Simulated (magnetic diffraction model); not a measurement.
# Which magnetic order? ErBi2Pd2

Space group P4/nmm (no. 129, origin choice 1), a = 4.8140 Å, c = 10.4100 Å.

| site | atom | x | y | z |
| --- | --- | --- | --- | --- |
| 2c | Bi | 1/2 | 0 | 0.1193 |
| 2b | Bi | 1/2 | 1/2 | 1/2 |
| 2c | Er | 1/2 | 0 | 0.7775 |
| 2c | Pd | 1/2 | 0 | 0.3660 |
| 2a | Pd | 1/2 | 1/2 | 0 |

The compound is invented for this exercise: a known structure type with other elements, its cell scaled to their sizes and not relaxed.

Only Er is taken to order (form factors of Er3+); orders and moment sizes are assumed, and not adapted to the symmetry. Radiation: neutrons of λ = 2.567 Å, 8° to 95°; isotropic B of 0.33 Å² (Bi), 0.41 Å² (Er) and 0.41 Å² (Pd). The intensities are simulated: I ∝ L Σ (|F_N|² + |F_M⊥|²) for unpolarised neutrons, with F_M = 2.695 fm/μB × Σ f(s) S exp(2πi Q·r) exp(−B s²) at Q = H ± k (one set where k and −k are equivalent), only the part normal to Q counting and L = 1/(sin²θ cos θ). For collinear order S is the moment m, which repeats by lattice and centring translations R with the sign exp(−2πi k·R). Form factors are spin-only for 3d ions and dipole or tabulated for f ions, scattering lengths are Sears's of 1992, and absorption is left out. A label names one of the reflections at its angle. The strongest nuclear line in the range is 100, and lines under 0.2 are left out.

Above the ordering temperature:

```
2θ (°)    index      I
 14.16  (0 0 1)    0.6
 28.55  (0 0 2)    7.8
 34.16  (1 0 1)    2.9
 43.42  (0 0 3)    3.5
 44.30  (1 1 0)    8.4
 46.74  (1 1 1)    9.9
 53.55  (1 1 2)   94.9
 54.25  (1 0 3)   55.2
 59.10  (0 0 4)    1.6
 63.77  (1 1 3)    0.5
 64.45  (2 0 0)  100.0
 68.20  (1 0 4)    7.7
 71.96  (2 0 2)    6.4
 75.00  (2 1 1)    1.6
 76.75  (1 1 4)   60.2
 80.93  (2 0 3)    5.5
 84.39  (1 0 5)   23.9
 89.11  (2 1 3)   56.4
 92.55  (1 1 5)    1.9
 93.16  (2 0 4)    3.7
```

Below it (cell unchanged):

```tsv
2θ (°)	I
14.16	10.4
28.55	78.3
34.16	128.8
42.59	11.7
43.42	11.8
44.30	40.6
46.74	11.8
53.55	144.9
54.25	108.2
59.10	12.2
63.77	11.6
64.45	114.9
66.36	1.0
68.20	26.9
71.96	31.2
75.00	46.1
76.12	6.2
76.75	80.6
80.36	5.1
80.93	11.7
84.39	37.7
89.11	87.4
92.55	17.0
93.16	16.7
```

**Question.** Find the propagation vector, then choose among these models:
A. collinear moments along [111], 8.7 μB on Er; signs + at (1/2, 0, 0.7775), + at (0, 1/2, 0.2225)
B. collinear moments along [111], 8.7 μB on Er; signs + at (1/2, 0, 0.7775), − at (0, 1/2, 0.2225)
C. collinear moments along [110], 8.7 μB on Er; signs + at (1/2, 0, 0.7775), + at (0, 1/2, 0.2225)
D. collinear moments along [110], 8.7 μB on Er; signs + at (1/2, 0, 0.7775), − at (0, 1/2, 0.2225)

No line moves, and magnetic intensity falls on nuclear lines such as the one at 34.16°; new lines at (1 0 2), (0 0 5) and (2 1 2) have whole indices that obey the lattice centring, at places with no nuclear intensity to speak of, so the magnetic cell equals the chemical primitive cell: k = 0.

Magnetic intensity, observed (below minus above) and for each model:

| 2θ (°) | index | observed | A | B | C | D |
| --- | --- | --- | --- | --- | --- | --- |
| 14.16 | (0 0 1) | 9.8 | 2.9 | 96.0 | 9.8 | 320.3 |
| 28.55 | (0 0 2) | 70.6 | 21.1 | 2.7 | 70.6 | 9.2 |
| 30.93 | (1 0 0) | <0.2 | <0.2 | 115.1 | <0.2 | 67.7 |
| 34.16 | (1 0 1) | 125.9 | 161.3 | 4.9 | 125.9 | 3.8 |
| 42.59 | (1 0 2) | 11.7 | 9.6 | 73.9 | 11.7 | 90.5 |
| 44.30 | (1 1 0) | 32.2 | 54.8 | <0.2 | 32.2 | <0.2 |
| 46.74 | (1 1 1) | 1.9 | 2.7 | 89.2 | 1.9 | 61.4 |
| 75.00 | (2 1 1) | 44.5 | 70.8 | 2.2 | 44.5 | 1.4 |

Model C matches.

The structure used: k = (0 0 0), collinear moments along [110], 8.7 μB on Er; signs + at (1/2, 0, 0.7775), + at (0, 1/2, 0.2225).

[Logs are printed without paths, hosts, clocks, repeated set-up lines and the standing remarks that a program may print on its own settings, such as how far it seeks lower states.]
